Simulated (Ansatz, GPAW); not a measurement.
# Screening of a field by 1T-CdBrI monolayer, part 2 of 2

How does 1T-CdBrI monolayer screen a perpendicular field?

GPAW 26.7.0 and Ansatz 0.2.0; Ansatz plane waves; layer without images along its normal, relaxation of atoms and in-plane cell; PAW set soft_1 (the session's first sound run).

So far. Step 9 (Field on): The dipole is now 0.0577 e Å, against -0.027 in the run without a field.

### 10. In a field

run.py

```python
import json
import numpy as np
from ase import Atoms
from gpaw import GPAW, PW
from gpaw.external import ConstantElectricField

slab = Atoms(
    ['I', 'Cd', 'Br'],
    positions=[
        [2.10558, 1.21566, 8.00000],
        [-0.00000, -0.00000, 9.75944],
        [-0.00000, 2.43131, 11.26740]],
    cell=[[4.21116, -0.0, 0.0], [-2.10558, 3.64697, -0.0], [0.0, -0.0, 19.2674]],
    pbc=[True, True, False])

slab.calc = GPAW(mode=PW(400), xc='PBE', kpts={'size': (9, 9, 1), 'gamma': True},
                 occupations={'name': 'fermi-dirac', 'width': 0.05}, nbands='160%',
                 convergence={'density': 1e-05}, maxiter=200,
                 poissonsolver={'dipolelayer': 'xy'},
                 external=ConstantElectricField(0.3, [0, 0, 1]),
                 symmetry={'tolerance': 1e-3}, txt='slab.txt')
result = {}
energy = slab.get_potential_energy()
fermi = slab.calc.get_fermi_level()
v = slab.calc.get_electrostatic_potential().mean((0, 1)) - fermi
n = slab.calc.get_pseudo_density().mean((0, 1))
L = slab.cell[2, 2]
z = np.arange(len(v)) * L / len(v)
low, high = slab.positions[:, 2].min(), slab.positions[:, 2].max()
below, above = np.interp([low - 5.8, high + 5.8], z, v)
slopes = [np.interp(x, z, np.gradient(v, z)) for x in (low - 5.8, high + 5.8)]
eps = np.array([[slab.calc.get_eigenvalues(k, s) for k in range(len(slab.calc.get_ibz_k_points()))]
                for s in range(slab.calc.get_number_of_spins())]) - fermi
top, bottom = eps[eps < 0].max(), eps[eps > 0].min()
dipole = slab.get_dipole_moment()[2]
print(f'energy {energy:.4f} eV, Fermi level {fermi:.4f} eV, dipole {dipole:.5f} e A')
print(f'potential 5.8 A off the faces, from the Fermi level: lower {below:.4f} eV, upper {above:.4f} eV')
print(f'slope of the potential there: lower {slopes[0]:.5f}, upper {slopes[1]:.5f} eV/A')
print(f'nearest levels on the mesh: {top:.4f} and {bottom:.4f} eV')
print('magnetic moment', round(slab.get_magnetic_moment(), 3))
result.update(energy=energy, fermi=fermi, dipole=dipole, below=below, above=above, slopes=slopes, edges=[top, bottom],
              z=z.tolist(), v=v.tolist(), n=n.tolist(), positions=slab.positions.tolist(),
              forces=slab.get_forces(apply_constraint=False).tolist(), moments=slab.get_magnetic_moments().tolist())
json.dump(result, open('result.json', 'w'))
```

On the command line:

```bash
OMP_NUM_THREADS=1 OPENBLAS_NUM_THREADS=1 python run.py
```

Elapsed: 33 s, on 1 thread of Intel Xeon Platinum 8488C (Sapphire Rapids), shared host; peak memory 0.33 GiB.

Table of electrostatic potential energy of an electron (without an applied field's), less the Fermi level, planar mean by z:

| z (Å) | electrostatic potential energy of an electron (without an applied field's), less the Fermi level, planar mean (eV) |
| --- | --- |
| 0.0 | 5.19 |
| 0.5 | 5.78 |
| 1.0 | 5.78 |
| 1.5 | 5.78 |
| 2.0 | 5.78 |
| 2.5 | 5.78 |
| 3.0 | 5.78 |
| 3.5 | 5.78 |
| 4.0 | 5.78 |
| 4.5 | 5.78 |
| 5.0 | 5.77 |
| 5.5 | 5.74 |
| 6.0 | 5.62 |
| 6.5 | 5.11 |
| 7.0 | 2.97 |
| 7.5 | -4.46 |
| 8.0 | -13.5 |
| 8.5 | -5.95 |
| 9.0 | -1.82 |
| 9.5 | -7.46 |
| 10.0 | -7.87 |
| 10.5 | -2.85 |
| 11.0 | -7.65 |
| 11.5 | -7.30 |
| 12.0 | 1.07 |
| 12.5 | 3.87 |
| 13.0 | 4.46 |
| 13.5 | 4.57 |
| 14.0 | 4.60 |
| 14.5 | 4.60 |
| 15.0 | 4.60 |
| 15.5 | 4.60 |
| 16.0 | 4.60 |
| 16.5 | 4.60 |
| 17.0 | 4.60 |
| 17.5 | 4.60 |
| 18.0 | 4.60 |
| 18.5 | 4.60 |
| 19.0 | 4.77 |

The dipole is now 0.0999 e Å, against -0.027 in the run without a field.

### 11. The series

The members are put on one axis.

This step: induced dipole against applied field; PAW set soft_1 (GPAW 26.7.0).

Dipole along the normal against field:

```csv
field (V/Å),dipole along the normal (e·Å)
-0.200,-0.111
-0.100,-0.0687
-0.050,-0.0476
0.000,-0.0265
0.050,-0.00552
0.100,0.0156
0.200,0.0577
0.300,0.0999
```

### 12. A changed run

One more run, with changed settings.

This step: GPAW, PAW setups; slab in vacuum (GPAW 26.7.0).

run.py, as its differences from that of step 10:

```diff
@@ -4,3 +4,2 @@
 from gpaw import GPAW, PW
-from gpaw.external import ConstantElectricField
 
@@ -17,5 +16,4 @@
                  occupations={'name': 'fermi-dirac', 'width': 0.05}, nbands='160%',
-                 convergence={'density': 1e-05}, maxiter=200,
+                 convergence={'density': 1e-05}, maxiter=100,
                  poissonsolver={'dipolelayer': 'xy'},
-                 external=ConstantElectricField(0.3, [0, 0, 1]),
                  symmetry={'tolerance': 1e-3}, txt='slab.txt')
@@ -29,4 +27,4 @@
 low, high = slab.positions[:, 2].min(), slab.positions[:, 2].max()
-below, above = np.interp([low - 5.8, high + 5.8], z, v)
-slopes = [np.interp(x, z, np.gradient(v, z)) for x in (low - 5.8, high + 5.8)]
+below, above = np.interp([low - 1.0, high + 1.0], z, v)
+slopes = [np.interp(x, z, np.gradient(v, z)) for x in (low - 1.0, high + 1.0)]
 eps = np.array([[slab.calc.get_eigenvalues(k, s) for k in range(len(slab.calc.get_ibz_k_points()))]
@@ -36,3 +34,3 @@
 print(f'energy {energy:.4f} eV, Fermi level {fermi:.4f} eV, dipole {dipole:.5f} e A')
-print(f'potential 5.8 A off the faces, from the Fermi level: lower {below:.4f} eV, upper {above:.4f} eV')
+print(f'potential 1.0 A off the faces, from the Fermi level: lower {below:.4f} eV, upper {above:.4f} eV')
 print(f'slope of the potential there: lower {slopes[0]:.5f}, upper {slopes[1]:.5f} eV/A')
```

It took 14 s on 1 thread; peak memory 0.22 GiB.

The run finished. A setting was moved off its sound value on purpose, so it serves as a test and not as the result.

The fault put into the input: the potential probed 1 A off the face (probe = 1.0).

### 13. Summary of results

| Item | Value |
| --- | --- |
| work function, upper and lower face (Fermi level placed in the gap by the smearing) | 5.116 and 4.802 eV |
| ionisation energy from the upper face (highest filled level on the mesh) | 6.63 eV |
| electron affinity from the upper face (lowest empty Kohn-Sham level on the mesh) | 4.08 eV |
| dipole along the normal | -0.0265 e Å |
| induced dipole per field | 0.422 e Å per V/Å |
| out-of-plane polarisability per area, α/(ε0 A) | 4.97 Å |

The field induces 0.422 e Å per V/Å, a polarisable thickness α/(ε0 A) of 4.97 Å beside 3.27 Å between the outermost nuclei. A perfect conductor would give the distance between its two image planes; a dielectric of thickness t gives t(1 - 1/ε). The two faces differ by 0.31 eV, the step that the slab's dipole makes (e p/(ε0 A) gives 0.31 eV), so the dipole layer is needed. The levels nearest the Fermi level on the mesh lie 2.55 eV apart, so the slab is gapped there: the smearing puts the Fermi level inside the gap, and from either face the ionisation energy is the work function plus 1.5 eV. Both are Kohn-Sham levels on the mesh, and semilocal gaps are too small, so the affinity tends to come out too large and the ionisation energy too small. The induced dipole is linear in the field over this range. With elements this heavy, spin-orbit coupling can move band edges by tenths of an eV. The layer's cell and atoms come from the relaxation; spin-orbit coupling and temperature are left out.

[Logs are printed without paths, hosts, clocks, repeated set-up lines and the standing remarks that a program may print on its own settings, such as how far it seeks lower states.]

[Hosts, paths, dates, database ids (printed as entryN), source tags and the programs' standing remarks are cut or masked in the printed files.]
